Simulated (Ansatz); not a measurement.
**Electron–phonon scattering in W-Zn-Zn-W stack of (100) layers**

How good a conductor is W-Zn-Zn-W stack of (100) layers when only phonons scatter, and how much computing does the answer need?

Calculated with Ansatz 0.2.0; DFT PBE, scalar-relativistic, plane waves, PAW; PAW set soft_1.

### 1. Starting point

The cell holds 4 atoms: 2 W and 2 Zn. Cell: a = 2.776 Å, b = 2.776 Å, c = 16.889 Å, α = 90.0°, β = 90.0°, γ = 90.0°. Vacuum lies along c.

### 2. Relaxation

The structure is brought to rest under this functional.

The input, input.yaml:

```yaml
crystal:
  lattice:
    - [2.77596, 0.0, 0.0]
    - [0.0, 2.77596, 0.0]
    - [0.0, 0.0, 16.8887]
  atoms:
    - { symbol: W, position: [0.0, 0.0, 0.32566162] }
    - { symbol: Zn, position: [0.5, 0.5, 0.44188721] }
    - { symbol: Zn, position: [0.0, 0.0, 0.55811279] }
    - { symbol: W, position: [0.5, 0.5, 0.67433838] }
  periodic: [true, true, false]
kpoints:
  mp_grid: { grid: [10, 10, 1] }
hamiltonian:
  xc: pbe
  pseudopotentials: { kind: paw, azcp: { folder: soft_1 } }
scf:
  occupations: { method: gaussian, width: 0.1 }
output:
  forces: true
  stress: true
  eigenvalues: true
relax:
  adjacent_minimum: "off"
  f_tol: 0.005
  max_steps: 80
  cell: { stress_2d_tol: 0.02 }
```

On the command line:

```sh
$ ansatz run input.yaml --threads 4 --pin off --max-ram 12288MiB --backend cpu --events-out ev --progress --plain --runs-dir out
```

Numbers of over 12 decimals in the logs are rounded to 6 here.

Log:

```text
Warning: crystal.periodic: the lattice vector that does not repeat stood 0.000° off the slab's normal, 16.889 Å along it as the deck builds it. The run solves the slab on a vector along the normal, 35.577 Å long, with every atom where it was (on the deck's vector they left 11.00 Å outside them, and the widest stretch free of ions among them is 1.96 Å). A fractional position that the run reports is one of the run's ce [...]
crystal.periodic: the lattice vector that does not repeat stood 0.000° off the slab's normal, 16.889 Å along it as the deck builds it. The run solves the slab on a vector along the normal, 35.577 Å long, with every atom where it was (on the deck's vector they left 11.00 Å outside them, and the widest stretch free of ions among them is 1.96 Å). A fractional position that the run reports is one of the run's cell, which [...]
Engine: ansatz 0.2.0, aarch64-unknown-linux-gnu
Pseudopotentials: kind: paw
Pseudopotential: W, paw, valence charge 14, recommended cutoff 420 eV (normal), soft_1/W.paw.azcp
Pseudopotential: Zn, paw, valence charge 12, recommended cutoff 420 eV (normal), soft_1/Zn.paw.azcp
Functional definition: PBE
  parameter kappa = 0.804
  parameter beta = 0.066725
  exchange = pbe_x(kappa = kappa, mu = beta*pi^2/3)
  correlation = pbe_c(beta = beta)
Crystal: 4 atoms, lattice volume = 274.158 Å³
Basis set: ecut = 420 eV, 5475 PW (Γ), exchange–correlation on 40×40×480 points (8 copies of the dense FFT grid, shifted against one another)
Bands: 32, of which v1, the nominal top of the filled ones, is band 26 counted from 1 (25 counted from 0)
Symmetry: 16 space group operations
Space group: P4/nmm (ITA 129), of the structure as read, at distance tolerance 6.5e-5 Å
k-points: 21 of 100
Non-local potential: W, projectors of the file, l = 0: 3, l = 1: 2, l = 2: 2, l = 3: 1
Non-local potential: Zn, projectors of the file, l = 0: 2, l = 1: 2, l = 2: 3, l = 3: 1
PAW form: soft (Blöchl's): semilocal exchange-correlation on the pseudo side does not see the compensation charge
PAW one-centre angular grid: W, 590 points (default); XC on 64 Gauss nodes
PAW one-centre angular grid: Zn, 590 points (default); XC on 64 Gauss nodes
Initial density: superposition of atomic densities (neutral atoms: chi_scale 0, normalization atom)
Initial wavefunctions: pseudopotential atomic-orbital guess
Functional: x = pbe(κ = 0.804, μ = 0.219515), c = pbe(β = 0.066725)
SCF iter   1: F=—  HF=-27406.944498 eV  |F-HF|=—  |Δ(HF+E_count)|=         —  Δρ=3.68e-2  dr2=6.80e0  ethr=3.10e-3  ⟨swp⟩=17.1  Hψ=5719  notcnv=0
preconditioner: auto → LDOS  [metal: Δε(μ)=0.002 eV  Ē_g=6.061 eV  σ=0.100 eV  W_gap=0.01  n_scr=22 (ndim 8)  ℏωp=13.5 eV  f_vac=0.704  D(μ)=4.56/eV (n_scr^D=18)  β→1.0]
SCF iter   2: F=—  HF=-27406.434678 eV  |F-HF|=—  |Δ(HF+E_count)|=   5.10e-1  Δρ=4.01e-2  dr2=2.91e0  ethr=3.10e-3  ⟨swp⟩=4.6  Hψ=2090  notcnv=0  defer=23
SCF iter   3: F=—  HF=-27405.577331 eV  |F-HF|=—  |Δ(HF+E_count)|=   8.57e-1  Δρ=1.20e-2  dr2=2.12e-1  ethr=3.10e-3  ⟨swp⟩=3.2  Hψ=1701  notcnv=0  defer=28
SCF iter   4: F=—  HF=-27405.507768 eV  |F-HF|=—  |Δ(HF+E_count)|=   6.96e-2  Δρ=3.28e-3  dr2=3.15e-2  ethr=4.08e-4  ⟨swp⟩=3.0  Hψ=1623  notcnv=0  defer=28
SCF iter   5: F=—  HF=-27405.505411 eV  |F-HF|=—  |Δ(HF+E_count)|=   2.36e-3  Δρ=1.12e-3  dr2=2.12e-3  ethr=6.05e-5  ⟨swp⟩=2.9  Hψ=1459  notcnv=0  defer=28
SCF iter   6: F=—  HF=-27405.507245 eV  |F-HF|=—  |Δ(HF+E_count)|=   1.83e-3  Δρ=3.25e-4  dr2=1.99e-4  ethr=4.09e-6  ⟨swp⟩=3.0  Hψ=1291  notcnv=0  defer=28
SCF iter   7: F=—  HF=-27405.507376 eV  |F-HF|=—  |Δ(HF+E_count)|=   1.31e-4  Δρ=5.82e-5  dr2=1.38e-5  ethr=3.82e-7  ⟨swp⟩=3.1  Hψ=1441  notcnv=0  defer=28
SCF iter   8: F=—  HF=-27405.507332 eV  |F-HF|=—  |Δ(HF+E_count)|=   4.45e-5  Δρ=1.55e-5  dr2=8.86e-7  ethr=2.65e-8  ⟨swp⟩=3.1  Hψ=1329  notcnv=0  defer=28
iter 9 did not close the SCF: its close was put off until two iterations running show no level that it waits for move by more than its bar (scf_convergence_deferred on its scf_iter line)
SCF iter   9: F=-27405.507332 eV  HF=-27405.507332 eV  |F-HF|=1.03e-7  |Δ(HF+E_count)|=   5.38e-7  Δρ=3.02e-6  dr2=3.10e-8  ethr=1.92e-10  ⟨swp⟩=19.3  Hψ=5299  notcnv=0
iter 10 did not close the SCF: its close was put off until two iterations running show no level that it waits for move by more than its bar (scf_convergence_deferred on its scf_iter line)
SCF iter  10: F=-27405.507332 eV  HF=-27405.507332 eV  |F-HF|=1.03e-8  |Δ(HF+E_count)|=   9.83e-8  Δρ=1.05e-6  dr2=6.06e-9  ethr=5.95e-11  ⟨swp⟩=4.1  Hψ=2981  notcnv=0
SCF iter  11: F=-27405.507332 eV  HF=-27405.507332 eV  |F-HF|=3.42e-9  |Δ(HF+E_count)|=   1.03e-8  Δρ=2.94e-7  dr2=5.21e-10  ethr=1.17e-11  ⟨swp⟩=4.0  Hψ=2823  notcnv=0
SCF 1 converged in 11 iterations: F = -27405.507332 eV  dr2 = 5.21e-10
  greatest PAW one-centre occupation: 0.999 electrons in one spin orbital (limit 2), on the W atom at site 3 (counted from 0), in its partial waves of l = 0
relax step   1: F+E_penalty+E_count = -27405.50733236 eV  Δ(F+E_penalty+E_count) = +0.000e0 eV  max|allowed force component| = 8.593e-2 eV/Å  Δτ_max = 0.0000 Å  P = -16.985 N/m  Ω = 274.158 Å³  fix = [c, alpha, beta]  reactions: c +0.000 N/m  (11 SCF iters, dr2 threshold 1.00e-7 eV, accepted)
Crystal: 4 atoms, lattice volume = 247.735 Å³
Basis set: ecut = 420 eV, 4883 PW (Γ), exchange–correlation on 40×40×480 points (8 copies of the dense FFT grid, shifted against one another)
Initial density: handed on by an earlier stage of this run
Initial wavefunctions: those handed on with the density
iter 1 solved again at ethr=8.40e-4 eV; its pass at ethr=3.10e-3 eV (dr2=4.37e-1 eV) is discarded
SCF iter   1: F=—  HF=-27406.086487 eV  |F-HF|=—  |Δ(HF+E_count)|=         —  Δρ=7.26e-3  dr2=4.37e-1  ethr=8.40e-4  ⟨swp⟩=1.4  Hψ=5922  notcnv=0
preconditioner: auto → LDOS  [metal: Δε(μ)=0.020 eV  Ē_g=7.456 eV  σ=0.100 eV  W_gap=0.11  n_scr=22 (ndim 8)  ℏωp=14.2 eV  f_vac=0.704  D(μ)=2.56/eV (n_scr^D=14)  β→1.0]
SCF iter   2: F=—  HF=-27406.036581 eV  |F-HF|=—  |Δ(HF+E_count)|=   4.99e-2  Δρ=6.54e-3  dr2=8.58e-2  ethr=8.40e-4  ⟨swp⟩=3.7  Hψ=1630  notcnv=0
SCF iter   3: F=—  HF=-27406.028092 eV  |F-HF|=—  |Δ(HF+E_count)|=   8.49e-3  Δρ=4.01e-3  dr2=2.06e-2  ethr=1.65e-4  ⟨swp⟩=3.0  Hψ=1499  notcnv=0  defer=26
SCF iter   4: F=—  HF=-27406.019280 eV  |F-HF|=—  |Δ(HF+E_count)|=   8.81e-3  Δρ=4.93e-4  dr2=4.85e-4  ethr=3.95e-5  ⟨swp⟩=3.0  Hψ=1315  notcnv=0  defer=26
SCF iter   5: F=—  HF=-27406.019416 eV  |F-HF|=—  |Δ(HF+E_count)|=   1.36e-4  Δρ=1.03e-4  dr2=3.05e-5  ethr=9.32e-7  ⟨swp⟩=4.2  Hψ=1777  notcnv=0  defer=26
[...]
SCF iter   4: F=—  HF=-27406.083895 eV  |F-HF|=—  |Δ(HF+E_count)|=   8.05e-4  Δρ=9.22e-4  dr2=1.32e-3  ethr=1.69e-5  ⟨swp⟩=3.7  Hψ=1598  notcnv=0  defer=31
SCF iter   5: F=—  HF=-27406.083577 eV  |F-HF|=—  |Δ(HF+E_count)|=   3.19e-4  Δρ=2.28e-4  dr2=6.92e-5  ethr=2.54e-6  ⟨swp⟩=3.0  Hψ=1243  notcnv=0  defer=31
SCF iter   6: F=—  HF=-27406.083617 eV  |F-HF|=—  |Δ(HF+E_count)|=   4.04e-5  Δρ=5.24e-5  dr2=6.00e-6  ethr=1.33e-7  ⟨swp⟩=3.8  Hψ=1687  notcnv=0  defer=31
SCF iter   7: F=—  HF=-27406.083628 eV  |F-HF|=—  |Δ(HF+E_count)|=   1.16e-5  Δρ=1.40e-5  dr2=4.91e-7  ethr=1.15e-8  ⟨swp⟩=3.2  Hψ=1375  notcnv=0  defer=31
SCF iter   8: F=-27406.083629 eV  HF=-27406.083629 eV  |F-HF|=2.52e-8  |Δ(HF+E_count)|=   8.04e-7  Δρ=3.30e-6  dr2=3.71e-8  ethr=7.69e-10  ⟨swp⟩=18.6  Hψ=4878  notcnv=0
SCF 3 converged in 8 iterations: F = -27406.083629 eV  dr2 = 3.71e-8
relax step   3: F+E_penalty+E_count = -27406.08362933 eV  Δ(F+E_penalty+E_count) = -6.427e-2 eV  max|allowed force component| = 3.698e-2 eV/Å  Δτ_max = 0.1549 Å  P = +3.765 N/m  Ω = 238.115 Å³  energy of the carried Pulay correction = +5.748e-3 eV  fix = [c, alpha, beta]  reactions: c +0.000 N/m  (8 SCF iters, dr2 threshold 4.00e-7 eV, accepted)
[...]
relax step   4: F+E_penalty+E_count = -27406.09507351 eV  Δ(F+E_penalty+E_count) = -1.144e-2 eV  max|allowed force component| = 3.202e-2 eV/Å  Δτ_max = 0.0047 Å  P = -0.460 N/m  Ω = 242.339 Å³  energy of the carried Pulay correction = +5.001e-3 eV  fix = [c, alpha, beta]  reactions: c +0.000 N/m  (8 SCF iters, dr2 threshold 4.00e-7 eV, accepted)
[...]
relax step   5: F+E_penalty+E_count = -27406.09544593 eV  Δ(F+E_penalty+E_count) = -3.724e-4 eV  max|allowed force component| = 1.108e-2 eV/Å  Δτ_max = 0.0034 Å  P = -0.033 N/m  Ω = 241.883 Å³  energy of the carried Pulay correction = +5.080e-3 eV  fix = [c, alpha, beta]  reactions: c +0.000 N/m  (4 SCF iters, dr2 threshold 2.09e-7 eV, accepted)
[...]
relax step   6: F+E_penalty+E_count = -27406.09546981 eV  Δ(F+E_penalty+E_count) = -2.388e-5 eV  max|allowed force component| = 1.546e-3 eV/Å  Δτ_max = 0.0017 Å  P = +0.006 N/m  Ω = 241.851 Å³  energy of the carried Pulay correction = +5.086e-3 eV  fix = [c, alpha, beta]  reactions: c +0.000 N/m  (5 SCF iters, dr2 threshold 7.67e-9 eV, accepted)
Basis set: ecut = 420 eV, 4779 PW (Γ), exchange–correlation on 36×36×480 points (8 copies of the dense FFT grid, shifted against one another)
Initial wavefunctions: pseudopotential atomic-orbital guess (no wavefunctions were taken with the density)
iter 1 solved again at ethr=6.07e-8 eV; its pass at ethr=3.10e-3 eV (dr2=3.16e-5 eV) is discarded
SCF iter   1: F=—  HF=-27406.090671 eV  |F-HF|=—  |Δ(HF+E_count)|=         —  Δρ=1.99e-4  dr2=2.80e-5  ethr=6.07e-8  ⟨swp⟩=8.0  Hψ=10052  notcnv=0
preconditioner: auto → LDOS  [metal: Δε(μ)=0.032 eV  Ē_g=7.777 eV  σ=0.100 eV  W_gap=0.18  n_scr=22 (ndim 8)  ℏωp=14.3 eV  f_vac=0.696  D(μ)=2.47/eV (n_scr^D=14)  β→1.0]
SCF iter   2: F=—  HF=-27406.090722 eV  |F-HF|=—  |Δ(HF+E_count)|=   5.12e-5  Δρ=3.23e-4  dr2=2.25e-4  ethr=5.39e-8  ⟨swp⟩=3.1  Hψ=1407  notcnv=0
SCF iter   3: F=—  HF=-27406.090699 eV  |F-HF|=—  |Δ(HF+E_count)|=   2.34e-5  Δρ=2.59e-4  dr2=8.57e-5  ethr=5.39e-8  ⟨swp⟩=3.9  Hψ=1364  notcnv=0
SCF iter   4: F=—  HF=-27406.090665 eV  |F-HF|=—  |Δ(HF+E_count)|=   3.45e-5  Δρ=4.36e-5  dr2=2.33e-6  ethr=5.39e-8  ⟨swp⟩=3.0  Hψ=1304  notcnv=0
SCF iter   5: F=—  HF=-27406.090738 eV  |F-HF|=—  |Δ(HF+E_count)|=   7.38e-5  Δρ=1.39e-5  dr2=3.03e-7  ethr=4.48e-9  ⟨swp⟩=3.4  Hψ=1344  notcnv=0
SCF iter   6: F=—  HF=-27406.090739 eV  |F-HF|=—  |Δ(HF+E_count)|=   1.44e-7  Δρ=2.30e-6  dr2=1.07e-8  ethr=5.82e-10  ⟨swp⟩=3.1  Hψ=1320  notcnv=0
SCF iter   7: F=—  HF=-27406.090739 eV  |F-HF|=—  |Δ(HF+E_count)|=   2.46e-8  Δρ=4.13e-7  dr2=7.34e-10  ethr=2.06e-11  ⟨swp⟩=3.4  Hψ=1609  notcnv=0
SCF iter   8: F=—  HF=-27406.090739 eV  |F-HF|=—  |Δ(HF+E_count)|=   3.43e-9  Δρ=1.07e-7  dr2=1.68e-11  ethr=1.41e-12  ⟨swp⟩=3.4  Hψ=1558  notcnv=0
SCF iter   9: F=-27406.090739 eV  HF=-27406.090739 eV  |F-HF|=1.09e-10  |Δ(HF+E_count)|=  2.91e-10  Δρ=2.16e-8  dr2=8.34e-13  ethr=1.00e-12  ⟨swp⟩=14.0  Hψ=5710  notcnv=0
SCF 7 converged in 9 iterations: F = -27406.090739 eV  dr2 = 8.34e-13
relax step   7: F+E_penalty+E_count = -27406.09073854 eV  Δ(F+E_penalty+E_count) = +4.731e-3 eV  max|allowed force component| = 1.649e-3 eV/Å  Δτ_max = 0.0000 Å  P = -0.017 N/m  Ω = 241.851 Å³  fix = [c, alpha, beta]  reactions: c +0.000 N/m  stress off target by 1.66e-2 N/m on what of the cell is left free  SCF on the basis re-selected at this cell (its energy is not comparable with the rows above)  (9 SCF iters)
basis re-selected at this cell: Δ(F+E_penalty+E_count) = +4.731e-3 eV, ΔP = -0.022 N/m vs the last step (what re-selecting the basis moved, of the pressure what is left beyond the Pulay correction that the steps carried, after the strain that the cell walked since its last selection, with what the two solves' SCF thresholds leave and, on support functions, any second-order correction that the steps lacked; it is no measure of the basis error at this ecutwfc). The dense FFT grid was sized anew with the basis: this SCF ran on 18×18×240 points, the steps before it on 20×20×240, so part of this shift can come from that change (see relax.cell in the input reference). [rest of the remark cut]
SCF converged after 9 iterations
Free energy (F): -27406.090739 eV
Harris-Foulkes:  -27406.090739 eV  (|F-HF|=1.09e-10)
Internal energy: -27406.078410 eV  (E = F + TS)
E sigma→0 (E₀):  -27406.084574 eV
Entropy (-TS):   -0.012328 eV (-3.082 meV/atom)
Fermi energy:    -5.393717 eV
--- Per-component energies (eV) ---
  E_band       = -1238.014115
  E_kinetic    = 1138.222553
  E_local      = -222323.961406  (includes V_loc(G=0)·N_el)
  E_nonlocal   = 1583.545385
  E_hartree    = 110042.342121
  E_xc         = -690.399714
  E_vxc        = -562.324655  (∫ρ·V_xc dr)
  E_paw        = -20946.944024  (= ΣΔE_a)
  E_vpaw       = -1158.180188  (= ΣTr[D̂ρ^β])
  E_aug_tail   = -0.000149  (compensation charges beyond the density's cutoff)
  E_ewald      = 103791.116823
  E_smearing   = -0.012328  (= −TS)
  E_closure    = 0.000000  (closes the sum)
  Σ components = -27406.090739   (vs F -27406.090739, Δ=0.00e0)
--- Forces (eV/Å), atoms counted from 1 ---
  atom   1  W      0.00000000     0.00000000    -0.00164947
  atom   2  Zn     0.00000000     0.00000000     0.00032565
  atom   3  Zn     0.00000000     0.00000000    -0.00032565
  atom   4  W      0.00000000     0.00000000     0.00164947
  max |Σ_I F_I| component: 4.04e-28 eV/Å
--- 2D stress c σ (N/m, compression-positive) ---
       -0.016596       0.000000       0.000000
        0.000000      -0.016596       0.000000
        0.000000       0.000000       0.000000
  P = ½ c Tr σ = -0.0166 N/m
--- Band table (eV; the first three rows and the last of 21) ---
  k-point 0: bands = [... 22 lower, -9.2198, -9.2183, -7.3443, -6.1511, -5.6650, -2.6727, -2.6727, -2.6408, ... 2 higher]
  k-point 1: bands = [... 22 lower, -8.9175, -8.8583, -7.1419, -6.1949, -5.9328, -3.1043, -2.6386, -2.6035, ... 2 higher]
  k-point 2: bands = [... 22 lower, -8.0828, -7.6505, -6.8161, -6.4698, -6.3339, -3.5704, -2.4238, -2.4056, ... 2 higher]
  k-point 20: bands = [... 22 lower, -7.2622, -7.2622, -4.1349, -4.1349, -3.5425, -3.5425, -1.4428, -1.4428, ... 2 higher]
--- Relaxed structure (6 steps of the walk, 6 accepted, 1 SCFs on fresh bases) ---
  F+E_penalty+E_count = -27406.09073854 eV   max|allowed force component| = 1.649e-3 eV/Å   (the final SCF, on the basis selected at the relaxed cell)
  cell:  # Å, volume = 241.8509 Å³
    - [2.607275, 0, 0.0]
    - [0, 2.607275, 0.0]
    - [0.0, 0.0, 35.577394393224]
  atoms:
    - { symbol: W, position: [0, 0, 0.148459] }
    - { symbol: Zn, position: [0.5, 0.5, 0.207382] }
    - { symbol: Zn, position: [0, 0, 0.267321] }
    - { symbol: W, position: [0.5, 0.5, 0.326244] }
```

Elapsed: 32 s, on 4 threads of Arm Neoverse V1, shared host; peak memory 0.68 GiB; 2 min of CPU time.

Step by step:

```
step  energy less that of the first step (eV)  largest force component (eV/Å)  volume (Å³)
   1                                   0.0000                          0.0859       274.16
   2                                  -0.5120                          0.5034       247.74
   3                                  -0.5763                          0.0370       238.11
   4                                  -0.5877                          0.0320       242.34
   5                                  -0.5881                          0.0111       241.88
   6                                  -0.5881                          0.0015       241.85
  7*                                  -0.5834                          0.0016       241.85
```

Relaxation steps marked * repeat the geometry before them on a plane-wave basis chosen anew for their cell, so energy and pressure can jump there.

Forces are held to the 16 operations that the run works with; a distortion that breaks them can't arise in this run.

```
cell as run  before  after  change
      a (Å)   2.776  2.607  -6.1 %
      b (Å)   2.776  2.607  -6.1 %
```

The atoms that moved most (Å, along periodic axes as changes of fractional coordinates times the final cell, across vacuum about the mean position):

```
atom     dx     dy      dz  length
  W1  0.000  0.000  -0.218   0.218
  W4  0.000  0.000   0.218   0.218
 Zn3  0.000  0.000   0.085   0.085
 Zn2  0.000  0.000  -0.085   0.085
```

The relaxed structure:

```cif
data_structure
_symmetry_space_group_name_H-M 'P 1'
_symmetry_Int_Tables_number 1
_cell_length_a 2.6073
_cell_length_b 2.6073
_cell_length_c 35.5774
_cell_angle_alpha 90.000
_cell_angle_beta 90.000
_cell_angle_gamma 90.000
_cell_volume 241.85
loop_
_atom_site_label
_atom_site_type_symbol
_atom_site_fract_x
_atom_site_fract_y
_atom_site_fract_z
_atom_site_occupancy
W1 W 0.00000 0.00000 0.14846 1
Zn2 Zn 0.50000 0.50000 0.20738 1
Zn3 Zn 0.00000 0.00000 0.26732 1
W4 W 0.50000 0.50000 0.32624 1
```

This step gave:

```yaml
metallic_on_mesh: yes
gap_on_the_k_mesh: 0 eV
```

The relaxation ends with a largest force component of 0.0016 eV/Å.

### 3. Tight relaxation

Phonons are second derivatives about the minimum, so the remaining forces must be small: the thresholds are tightened.

The input, input.yaml:

```yaml
crystal:
  lattice:
    - [2.607274834, 0.0, 0.0]
    - [0.0, 2.607274834, 0.0]
    - [0.0, 0.0, 35.5773943932]
  atoms:
    - { symbol: W, position: [0.0, 0.0, 0.1484592473] }
    - { symbol: Zn, position: [0.5, 0.5, 0.2073824487] }
    - { symbol: Zn, position: [0.0, 0.0, 0.2673206679] }
    - { symbol: W, position: [0.5, 0.5, 0.3262438693] }
  periodic: [true, true, false]
kpoints:
  mp_grid: { grid: [12, 12, 1] }
hamiltonian:
  xc: pbe
  pseudopotentials: { kind: paw, azcp: { folder: soft_1 } }
scf:
  occupations: { method: methfessel_paxton, width: 0.2 }
output:
  forces: true
  stress: true
  eigenvalues: true
relax:
  adjacent_minimum: "off"
  f_tol: 0.001
  max_steps: 60
  cell: { stress_2d_tol: 0.002 }
```

Log:

```text
[the first part of the log is left out]
  E_vpaw       = -1158.319218  (= ΣTr[D̂ρ^β])
  E_aug_tail   = -0.000150  (compensation charges beyond the density's cutoff)
  E_ewald      = 104098.443568
  E_smearing   = 0.002471  (= −TS)
  E_closure    = -0.000000  (closes the sum)
  Σ components = -27405.965826   (vs F -27405.965826, Δ=0.00e0)
--- Forces (eV/Å), atoms counted from 1 ---
  atom   1  W      0.00000000     0.00000000    -0.00010056
  atom   2  Zn     0.00000000     0.00000000     0.00005000
[...]
0.000000       0.001602       0.000000
        0.000000       0.000000       0.000000
  P = ½ c Tr σ = 0.0016 N/m
--- Band table (eV; the first three rows and the last of 28) ---
[...]
--- Relaxed structure (5 steps of the walk, 5 accepted, 1 SCFs on fresh bases) ---
[...]
cell:  # Å, volume = 241.0890 Å³
    - [2.603165, 0, 0.0]
    - [0, 2.603165, 0.0]
    - [0.0, 0.0, 35.5773943932]
  atoms:
    - { symbol: W, position: [0, 0, 0.148372] }
    - { symbol: Zn, position: [0.5, 0.5, 0.207462] }
    - { symbol: Zn, position: [0, 0, 0.267241] }
    - { symbol: W, position: [0.5, 0.5, 0.326331] }
```

Elapsed: 29 s, on 4 threads; peak memory 0.68 GiB; 1.9 min of CPU time.

Step by step:

```
step  energy less that of the first step (eV)  largest force component (eV/Å)  volume (Å³)
   1                                   0.0000                          0.0276       241.85
   2                                  -0.0006                          0.0041       240.99
   3                                  -0.0006                          0.0019       241.08
   4                                  -0.0006                          0.0002       241.09
   5                                  -0.0006                          0.0001       241.09
   6                                  -0.0005                          0.0001       241.09
```

The log counts 1 steps on a newly chosen plane-wave basis, not all of them marked here; energy and pressure can jump at such steps.

```
cell as run  before  after  change
      a (Å)   2.607  2.603  -0.2 %
      b (Å)   2.607  2.603  -0.2 %
```

The relaxed structure:

```xyz
4
Lattice="2.6032 0.0000 0.0000 0.0000 2.6032 0.0000 0.0000 0.0000 35.5774" Properties=species:S:1:pos:R:3
W     0.0000    0.0000    5.2787
Zn    1.3016    1.3016    7.3810
Zn    0.0000    0.0000    9.5077
W     1.3016    1.3016   11.6100
```

(Part 1 of 3 ends here.)

[Logs are printed without paths, hosts, clocks, repeated set-up lines and the standing remarks that a program may print on its own settings, such as how far it seeks lower states.]

[Hosts, paths, dates, database ids (printed as entryN), source tags and the programs' standing remarks are cut or masked in the printed files.]
